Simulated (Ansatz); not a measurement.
**Grüneisen parameters and expansion of ReS (hypothetical, F-43m)**

Aim: how the vibrations of ReS (hypothetical) shift with volume, and the expansion that follows. The crystal structure is hypothetical: it was made by swapping elements on a known structure type.

Main program and level: Ansatz 0.2.0; DFT PBEsol, scalar-relativistic, plane waves, PAW.

## 1. The structure

It takes space group F-43m (No. 216, cubic). Conventional cell: a = 5.875 Å, b = 5.875 Å, c = 5.875 Å, α = 90.00°, β = 90.00°, γ = 90.00°. Nearest to Re lie 4 S at 2.54 Å. Nearest to S lie 4 Re at 2.54 Å. Farther neighbours and most contacts between anions are not listed.

Coordinates:

```cif
data_structure
_symmetry_space_group_name_H-M 'F-43m'
_symmetry_Int_Tables_number 216
_cell_length_a 5.8751
_cell_length_b 5.8751
_cell_length_c 5.8751
_cell_angle_alpha 90.000
_cell_angle_beta 90.000
_cell_angle_gamma 90.000
_cell_volume 202.79
loop_
_atom_site_label
_atom_site_type_symbol
_atom_site_symmetry_multiplicity
_atom_site_Wyckoff_symbol
_atom_site_fract_x
_atom_site_fract_y
_atom_site_fract_z
_atom_site_occupancy
Re1 Re 4 a 0.00000 0.00000 0.00000 1
S1 S 4 d 0.25000 0.25000 0.75000 1
```

## 2. A first coarse run

Before spending time, one coarse run tells the gap and the pressure of the starting cell.

Contents of input.yaml:

```yaml
crystal:
  lattice:
    - [0.0, 2.93757, 2.93757]
    - [2.93757, 0.0, 2.93757]
    - [2.93757, 2.93757, 0.0]
  atoms:
    - { symbol: Re, position: [0.0, 0.0, 0.0] }
    - { symbol: S, position: [0.25, 0.25, 0.25] }
kpoints:
  mp_grid: { grid: [6, 6, 6] }
hamiltonian:
  xc: pbesol
scf:
  occupations: { method: gaussian, width: 0.1 }
output:
  forces: true
  stress: true
  eigenvalues: true
```

Launch:

```console
$ ansatz run input.yaml --threads 4 --pin off --max-ram 8192MiB --backend cpu --events-out ev --progress --plain --runs-dir out
```

Numbers of over 12 decimals in the logs are rounded to 6 here.

Output:

```text
Engine: ansatz 0.2.0, aarch64-unknown-linux-gnu
Pseudopotentials: kind: paw
Pseudopotential: Re, paw, valence charge 15, recommended cutoff 420 eV (normal), Re.paw.azcp
Pseudopotential: S, paw, valence charge 6, recommended cutoff 420 eV (normal), S.paw.azcp
Functional definition: PBEsol
  exchange = pbesol_x
  correlation = pbesol_c
Crystal: 2 atoms, lattice volume = 50.698 Å³
Basis set: ecut = 420 eV, 965 PW (Γ), exchange–correlation on 60×60×60 points (8 copies of the dense FFT grid, shifted against one another)
Bands: 15, of which v1, the nominal top of the filled ones, is band 11 counted from 1 (10 counted from 0)
Symmetry: 24 space group operations
Space group: F-43m (ITA 216), of the structure as read, at distance tolerance 3.7e-5 Å
k-points: 16 of 216 (time reversal used)
Non-local potential: Re, projectors of the file, l = 0: 3, l = 1: 2, l = 2: 2, l = 3: 1
Non-local potential: S, projectors of the file, l = 0: 2, l = 1: 2, l = 2: 2
PAW form: soft (Blöchl's): semilocal exchange-correlation on the pseudo side does not see the compensation charge
PAW frozen core: Re, regenerated for the run's functional, and the local potential with it (the file was generated under x = pbe(κ = 0.804, μ = 0.219515), c = pbe(β = 0.066725))
PAW frozen core: S, regenerated for the run's functional, and the local potential with it (the file was generated under x = pbe(κ = 0.804, μ = 0.219515), c = pbe(β = 0.066725))
PAW one-centre angular grid: Re, 590 points (default); XC on 64 Gauss nodes
PAW one-centre angular grid: S, 110 points (default); XC on 64 Gauss nodes
Initial density: superposition of atomic densities (neutral atoms: chi_scale 0, normalization atom), corrected by the library's trained network
Initial wavefunctions: pseudopotential atomic-orbital guess
Functional: x = pbesol(κ = 0.804, μ = 0.123457), c = pbesol(β = 0.046)
SCF iter   1: F=—  HF=-11619.455462 eV  |F-HF|=—  |Δ(HF+E_count)|=         —  Δρ=7.10e-3  dr2=4.18e-2  ethr=1.77e-3  ⟨swp⟩=5.1  Hψ=1245  notcnv=0
preconditioner: auto → LDOS  [metal: Δε(μ)=0.051 eV  Ē_g=7.311 eV  σ=0.100 eV  W_gap=0.27  n_scr=14 (ndim 8)  ℏωp=18.8 eV  f_vac=0.019  D(μ)=3.36/eV (n_scr^D=26)  β→1.0]
SCF iter   2: F=—  HF=-11619.448364 eV  |F-HF|=—  |Δ(HF+E_count)|=   7.10e-3  Δρ=3.33e-3  dr2=5.75e-3  ethr=1.99e-4  ⟨swp⟩=2.0  Hψ=504  notcnv=0  defer=5
SCF iter   3: F=—  HF=-11619.446928 eV  |F-HF|=—  |Δ(HF+E_count)|=   1.44e-3  Δρ=5.48e-4  dr2=2.95e-4  ethr=2.74e-5  ⟨swp⟩=2.0  Hψ=302  notcnv=0  defer=5
SCF iter   4: F=—  HF=-11619.446882 eV  |F-HF|=—  |Δ(HF+E_count)|=   4.68e-5  Δρ=9.63e-5  dr2=6.99e-6  ethr=1.40e-6  ⟨swp⟩=2.0  Hψ=285  notcnv=0  defer=5
SCF iter   5: F=—  HF=-11619.446882 eV  |F-HF|=—  |Δ(HF+E_count)|=   1.22e-7  Δρ=1.16e-5  dr2=7.77e-8  ethr=3.33e-8  ⟨swp⟩=2.1  Hψ=300  notcnv=0  defer=5
SCF iter   6: F=-11619.446882 eV  HF=-11619.446882 eV  |F-HF|=1.05e-8  |Δ(HF+E_count)|=   4.81e-8  Δρ=4.61e-6  dr2=1.66e-8  ethr=3.70e-10  ⟨swp⟩=3.5  Hψ=972  notcnv=0
SCF 1 converged in 6 iterations: F = -11619.446882 eV  dr2 = 1.66e-8
  greatest PAW one-centre occupation: 0.999 electrons in one spin orbital (limit 2), on the Re atom at site 0 (counted from 0), in its partial waves of l = 0
SCF converged after 6 iterations
Free energy (F): -11619.446882 eV
Harris-Foulkes:  -11619.446882 eV  (|F-HF|=1.05e-8)
Internal energy: -11619.429540 eV  (E = F + TS)
E sigma→0 (E₀):  -11619.438211 eV
Entropy (-TS):   -0.017342 eV (-8.671 meV/atom)
Fermi energy:    8.210065 eV
--- Per-component energies (eV) ---
  E_band       = -295.075962
  E_kinetic    = 633.350454
  E_local      = -1697.081887  (includes V_loc(G=0)·N_el)
  E_nonlocal   = 83.757212
  E_hartree    = 607.742185
  E_xc         = -488.386036
  E_vxc        = -380.065048  (∫ρ·V_xc dr)
  E_paw        = -9115.751016  (= ΣΔE_a)
  E_vpaw       = -150.526421  (= ΣTr[D̂ρ^β])
  E_aug_tail   = -0.000080  (compensation charges beyond the density's cutoff)
  E_ewald      = -1643.355583
  E_core_change = 0.295211  (= ΣΔE_core)
  E_smearing   = -0.017342  (= −TS)
  E_closure    = -0.000000  (closes the sum)
  Σ components = -11619.446882   (vs F -11619.446882, Δ=0.00e0)
--- Forces (eV/Å), atoms counted from 1 ---
  atom   1  Re    -0.00000000     0.00000000    -0.00000000
  atom   2  S     -0.00000000     0.00000000    -0.00000000
  max |Σ_I F_I| component: 1.92e-16 eV/Å
--- Stress (GPa, compression-positive) ---
      -29.976171      -0.000000       0.000000
        0.000000     -29.976171      -0.000000
        0.000000      -0.000000     -29.976171
  P = ⅓ Tr σ = -29.9762 GPa (-299.762 kbar)
--- Band table (eV; the first three rows and the last of 16) ---
  k-point 0: bands = [... 7 lower, 3.5729, 7.6213, 7.6213, 8.3046, 11.2022, 11.2022, 11.2022, 14.8751]
  k-point 1: bands = [... 7 lower, 3.6543, 7.5718, 7.5718, 9.0438, 10.4417, 10.9826, 10.9826, 14.1202]
  k-point 2: bands = [... 7 lower, 3.8009, 7.6646, 7.6646, 8.6035, 10.2748, 10.2748, 10.5400, 14.0680]
  k-point 15: bands = [... 7 lower, 4.3056, 6.8885, 7.4138, 8.1433, 8.7803, 9.4925, 13.5223, 13.8946]
```

Elapsed: 0.97 s, on 4 threads of Arm Neoverse V1, shared host; peak memory 0.28 GiB.

This run has no spin polarisation although its electron count is odd.

This step gave:

| Item | Value |
| --- | --- |
| pressure | -29.98 GPa |
| volume per atom | 25.35 Å³ |
| gap on the k-mesh | 0 eV |

The start is under -30 GPa at this level and looks like a metal on this mesh.

## 3. A loose first relaxation

The start is far from rest, so a relaxation with loose thresholds first brings it near the minimum.

Changes to input.yaml since step 2:

```diff
@@ -18 +18,6 @@
   eigenvalues: true
+relax:
+  adjacent_minimum: "off"
+  f_tol: 0.05
+  max_steps: 80
+  cell: { stress_tol: 0.5 }
```

Output:

```text
[...]
Crystal: 2 atoms, lattice volume = 50.698 Å³
Basis set: ecut = 420 eV, 965 PW (Γ), exchange–correlation on 60×60×60 points (8 copies of the dense FFT grid, shifted against one another)
Bands: 15, of which v1, the nominal top of the filled ones, is band 11 counted from 1 (10 counted from 0)
Symmetry: 24 space group operations
[...]
k-points: 16 of 216 (time reversal used)
[...]
SCF iter   1: F=—  HF=-11619.455462 eV  |F-HF|=—  |Δ(HF+E_count)|=         —  Δρ=7.10e-3  dr2=4.18e-2  ethr=1.77e-3  ⟨swp⟩=5.1  Hψ=1245  notcnv=0
[...]
SCF iter   6: F=-11619.446882 eV  HF=-11619.446882 eV  |F-HF|=1.05e-8  |Δ(HF+E_count)|=   4.80e-8  Δρ=4.61e-6  dr2=1.66e-8  ethr=3.70e-10  ⟨swp⟩=3.6  Hψ=971  notcnv=0
SCF 1 converged in 6 iterations: F = -11619.446882 eV  dr2 = 1.66e-8
[...]
relax step   1: F+E_penalty+E_count = -11619.44688184 eV  Δ(F+E_penalty+E_count) = +0.000e0 eV  max|allowed force component| = 5.782e-17 eV/Å  Δτ_max = 0.0000 Å  P = -29.976 GPa  Ω = 50.698 Å³  (6 SCF iters, dr2 threshold 1.00e-7 eV, accepted)
Crystal: 2 atoms, lattice volume = 43.639 Å³
Basis set: ecut = 420 eV, 869 PW (Γ), exchange–correlation on 60×60×60 points (8 copies of the dense FFT grid, shifted against one another)
[...]
iter 1 solved again at ethr=1.01e-4 eV; its pass at ethr=3.10e-3 eV (dr2=2.12e-2 eV) is discarded
[...]
SCF iter   7: F=-11620.711552 eV  HF=-11620.711552 eV  |F-HF|=2.90e-9  |Δ(HF+E_count)|=   1.65e-7  Δρ=6.19e-6  dr2=3.03e-8  ethr=9.52e-10  ⟨swp⟩=4.9  Hψ=976  notcnv=0
SCF 2 converged in 7 iterations: F = -11620.711552 eV  dr2 = 3.03e-8
relax step   2: F+E_penalty+E_count = -11620.71155236 eV  Δ(F+E_penalty+E_count) = -1.265e0 eV  max|allowed force component| = 7.864e-17 eV/Å  Δτ_max = 0.0000 Å  P = -26.088 GPa  Ω = 43.639 Å³  energy of the carried Pulay correction = +1.568e-3 eV  (7 SCF iters, dr2 threshold 2.00e-7 eV, accepted)
Crystal: 2 atoms, lattice volume = 37.268 Å³
Basis set: ecut = 420 eV, 725 PW (Γ), exchange–correlation on 60×60×60 points (8 copies of the dense FFT grid, shifted against one another)
[...]
SCF iter   6: F=-11621.515292 eV  HF=-11621.515292 eV  |F-HF|=8.00e-11  |Δ(HF+E_count)|=   2.09e-8  Δρ=1.20e-6  dr2=2.11e-10  ethr=2.47e-10  ⟨swp⟩=2.2  Hψ=803  notcnv=0
SCF 3 converged in 6 iterations: F = -11621.515292 eV  dr2 = 2.11e-10
relax step   3: F+E_penalty+E_count = -11621.51529197 eV  Δ(F+E_penalty+E_count) = -8.037e-1 eV  max|allowed force component| = 7.864e-17 eV/Å  Δτ_max = 0.0000 Å  P = -11.561 GPa  Ω = 37.268 Å³  energy of the carried Pulay correction = +3.200e-3 eV  (6 SCF iters, dr2 threshold 2.00e-7 eV, accepted)
[...]
relax step   4: F+E_penalty+E_count = -11621.57649575 eV  Δ(F+E_penalty+E_count) = -6.120e-2 eV  max|allowed force component| = 3.007e-17 eV/Å  Δτ_max = 0.0000 Å  P = +8.669 GPa  Ω = 33.402 Å³  energy of the carried Pulay correction = +4.311e-3 eV  (6 SCF iters, dr2 threshold 2.00e-7 eV, accepted)
[...]
relax step   5: F+E_penalty+E_count = -11621.61190167 eV  Δ(F+E_penalty+E_count) = -3.541e-2 eV  max|allowed force component| = 7.286e-17 eV/Å  Δτ_max = 0.0000 Å  P = -0.143 GPa  Ω = 34.802 Å³  energy of the carried Pulay correction = +3.897e-3 eV  (6 SCF iters, dr2 threshold 2.00e-7 eV, accepted)
Basis set: ecut = 420 eV, 701 PW (Γ), exchange–correlation on 50×50×50 points (8 copies of the dense FFT grid, shifted against one another)
[...]
SCF iter   6: F=-11621.609184 eV  HF=-11621.609184 eV  |F-HF|=3.64e-12  |Δ(HF+E_count)|=  1.82e-12  Δρ=6.45e-8  dr2=8.59e-13  ethr=1.00e-12  ⟨swp⟩=2.0  Hψ=700  notcnv=0
SCF 6 converged in 6 iterations: F = -11621.609184 eV  dr2 = 8.59e-13
relax step   6: F+E_penalty+E_count = -11621.60918397 eV  Δ(F+E_penalty+E_count) = +2.718e-3 eV  max|allowed force component| = 6.129e-17 eV/Å  Δτ_max = 0.0000 Å  P = -0.175 GPa  Ω = 34.802 Å³  stress off target by 1.75e-1 GPa  SCF on the basis re-selected at this cell (its energy is not comparable with the rows above)  (6 SCF iters)
basis re-selected at this cell: Δ(F+E_penalty+E_count) = +2.718e-3 eV, ΔP = -0.032 GPa vs the last step (what re-selecting the basis moved, of the pressure what is left beyond the Pulay correction that the steps carried, after the strain that the cell walked since its last selection, with what the two solves' SCF thresholds leave and, on support functions, any second-order correction that the steps lacked; it is no measure of the basis error at this ecutwfc). The dense FFT grid was sized anew with the basis: this SCF ran on 25×25×25 points, the steps before it on 30×30×30, so part of this shift can come from that change (see relax.cell in the input reference). [rest of the remark cut]
SCF converged after 6 iterations
Free energy (F): -11621.609184 eV
[...]
Internal energy: -11621.597012 eV  (E = F + TS)
E sigma→0 (E₀):  -11621.603098 eV
Entropy (-TS):   -0.012172 eV (-6.086 meV/atom)
Fermi energy:    14.009679 eV
[...]
--- Stress (GPa, compression-positive) ---
       -0.175214       0.000000       0.000000
        0.000000      -0.175214      -0.000000
        0.000000       0.000000      -0.175214
  P = ⅓ Tr σ = -0.1752 GPa (-1.752 kbar)
--- Band table (eV; the first three rows and the last of 16) ---
  k-point 0: bands = [... 7 lower, 7.7026, 12.8527, 12.8527, 15.3302, 18.9771, 18.9771, 18.9771, 22.3731]
  k-point 1: bands = [... 7 lower, 7.8588, 12.7411, 12.7411, 16.2798, 17.8547, 18.8911, 18.8911, 21.0074]
  k-point 2: bands = [... 7 lower, 8.1228, 12.9356, 12.9356, 14.7874, 17.5791, 17.5791, 18.0017, 21.2277]
  k-point 15: bands = [... 7 lower, 9.3280, 11.3937, 12.6843, 14.0017, 15.1323, 16.4244, 21.9268, 22.3010]
--- Relaxed structure (5 steps of the walk, 5 accepted, 1 SCFs on fresh bases) ---
  F+E_penalty+E_count = -11621.60918397 eV   max|allowed force component| = 6.129e-17 eV/Å   (the final SCF, on the basis selected at the relaxed cell)
  cell:  # Å, volume = 34.8022 Å³
    - [0, 2.591347, 2.591347]
    - [2.591347, 0, 2.591347]
    - [2.591347, 2.591347, 0]
  atoms:
    - { symbol: Re, position: [0, 0, 0] }
    - { symbol: S, position: [0.25, 0.25, 0.25] }
```

Elapsed: 2.8 s, on 4 threads; peak memory 0.29 GiB; 8.7 s of CPU time.

Relaxation path:

```tsv
step	energy less that of the first step (eV)	largest force component (eV/Å)	pressure (GPa)	volume (Å³)
1	0.0000	0.0000	-29.98	50.70
2	-1.2647	0.0000	-26.09	43.64
3	-2.0684	0.0000	-11.56	37.27
4	-2.1296	0.0000	8.67	33.40
5	-2.1650	0.0000	-0.14	34.80
6*	-2.1623	0.0000	-0.18	34.80
```

Relaxation steps marked * repeat the geometry before them on a plane-wave basis chosen anew for their cell, so energy and pressure can jump there.

The run keeps the 24 symmetry operations that it works with, so distortions that break them were not tested.

```tsv
conventional cell, symmetrised	before	after	change
a (Å)	5.875	5.183	-11.8 %
b (Å)	5.875	5.183	-11.8 %
c (Å)	5.875	5.183	-11.8 %
volume (Å³/atom)	25.35	17.40	-31.4 %
```

Final coordinates:

```xyz
2
Lattice="0.0000 2.5913 2.5913 2.5913 0.0000 2.5913 2.5913 2.5913 0.0000" Properties=species:S:1:pos:R:3 pbc="T T T"
Re    0.0000    0.0000    0.0000
S     1.2957    1.2957    1.2957
```

Numbers from this step:

```
pressure        : -0.1752 GPa
volume per atom : 17.40 Å³
```

The relaxation ends with a pressure of -0.18 GPa.

## 4. Relaxation

Phonons are second derivatives about a minimum, so cell and atoms are relaxed first, inside the symmetry of the start.

input.yaml, the sections that differ from step 3:

```yaml
crystal:
  lattice:
    - [0.0, 2.5913473032, 2.5913473032]
    - [2.5913473032, 0.0, 2.5913473032]
    - [2.5913473032, 2.5913473032, 0.0]
  atoms:
    - { symbol: Re, position: [0.0, 0.0, 0.0] }
    - { symbol: S, position: [0.25, 0.25, 0.25] }
kpoints:
  mp_grid: { grid: [14, 14, 14] }
relax:
  adjacent_minimum: "off"
  f_tol: 0.005
  max_steps: 80
  cell: { stress_tol: 0.05 }
# hamiltonian, scf, output: as in step 3
```

Output:

```text
[...]
Crystal: 2 atoms, lattice volume = 34.802 Å³
Basis set: ecut = 420 eV, 701 PW (Γ), exchange–correlation on 50×50×50 points (8 copies of the dense FFT grid, shifted against one another)
Bands: 15, of which v1, the nominal top of the filled ones, is band 11 counted from 1 (10 counted from 0)
Symmetry: 24 space group operations
[...]
k-points: 104 of 2744 (time reversal used)
[...]
k-point 103: bands = [... 7 lower, 9.3221, 11.3427, 12.5985, 13.9976, 15.2524, 16.7678, 21.8752, 22.2032]
--- Relaxed structure (2 steps of the walk, 2 accepted, 1 SCFs on fresh bases) ---
[...]
cell:  # Å, volume = 34.8346 Å³
    - [0, 2.592152, 2.592152]
    - [2.592152, 0, 2.592152]
    - [2.592152, 2.592152, 0]
  atoms:
    - { symbol: Re, position: [0, 0, 0] }
    - { symbol: S, position: [0.25, 0.25, 0.25] }
[key lines of the parts left out:]
SCF converged after 5 iterations
Free energy (F): -11621.564817 eV
Fermi energy:    14.037461 eV
P = ⅓ Tr σ = -0.0155 GPa (-0.155 kbar)
```

Run time: 4.8 s. Hardware: 4 threads; peak memory 0.36 GiB; 18 s of CPU time.

Little changed from the start: no atom moved by 0.005 Å and no cell edge by 0.1 %.

This step gave:

| Property | Result |
| --- | --- |
| pressure | -0.01547 GPa |
| volume per atom | 17.42 Å³ |

## 5. Relaxing to small residual forces and stress

The relaxation is repeated with tighter thresholds on force and stress, since phonons are sensitive to what is left; a change of mesh or smearing in the input moves the cell too.

Contents of input.yaml:

```yaml
crystal:
  lattice:
    - [0.0, 2.5921516541, 2.5921516541]
    - [2.5921516541, 0.0, 2.5921516541]
    - [2.5921516541, 2.5921516541, 0.0]
  atoms:
    - { symbol: Re, position: [0.0, 0.0, 0.0] }
    - { symbol: S, position: [0.25, 0.25, 0.25] }
kpoints:
  mp_grid: { grid: [16, 16, 16] }
hamiltonian:
  xc: pbesol
scf:
  occupations: { method: methfessel_paxton, width: 0.15 }
output:
  forces: true
  stress: true
  eigenvalues: true
relax:
  adjacent_minimum: "off"
  f_tol: 0.001
  max_steps: 60
  cell: { stress_tol: 0.01 }
```

Output:

```text
[...]
Crystal: 2 atoms, lattice volume = 34.835 Å³
Basis set: ecut = 420 eV, 701 PW (Γ), exchange–correlation on 50×50×50 points (8 copies of the dense FFT grid, shifted against one another)
Bands: 15, of which v1, the nominal top of the filled ones, is band 11 counted from 1 (10 counted from 0)
Symmetry: 24 space group operations
[...]
k-points: 145 of 4096 (time reversal used)
[...]
k-point 144: bands = [... 7 lower, 9.3293, 11.3372, 12.5869, 14.0042, 15.2916, 16.8616, 21.8765, 22.1915]
--- Relaxed structure (2 steps of the walk, 2 accepted, 1 SCFs on fresh bases) ---
[...]
cell:  # Å, volume = 34.8238 Å³
    - [0, 2.591883, 2.591883]
    - [2.591883, 0, 2.591883]
    - [2.591883, 2.591883, 0]
  atoms:
    - { symbol: Re, position: [0, 0, 0] }
    - { symbol: S, position: [0.25, 0.25, 0.25] }
[key lines of the parts left out:]
SCF converged after 7 iterations
Free energy (F): -11621.560308 eV
Fermi energy:    14.043422 eV
P = ⅓ Tr σ = 0.0056 GPa (0.056 kbar)
```

Run time: 6.5 s. Hardware: 4 threads; peak memory 0.39 GiB.

Little changed from the start: no atom moved by 0.005 Å and no cell edge by 0.1 %.

This step gave:

```
pressure        : 0.005589 GPa
volume per atom : 17.41 Å³
```

The residual pressure is 0.0056 GPa, small enough for phonons.

[end of part 1 of 3]

[Logs are printed without paths, hosts, clocks, repeated set-up lines and the standing remarks that a program may print on its own settings, such as how far it seeks lower states.]

[Hosts, paths, dates, database ids (printed as entryN), source tags and the programs' standing remarks are cut or masked in the printed files.]

[A step with changed settings may run another functional than the one named; its input shows which.]

[Of the runs on displaced cells, only some may be shown.]
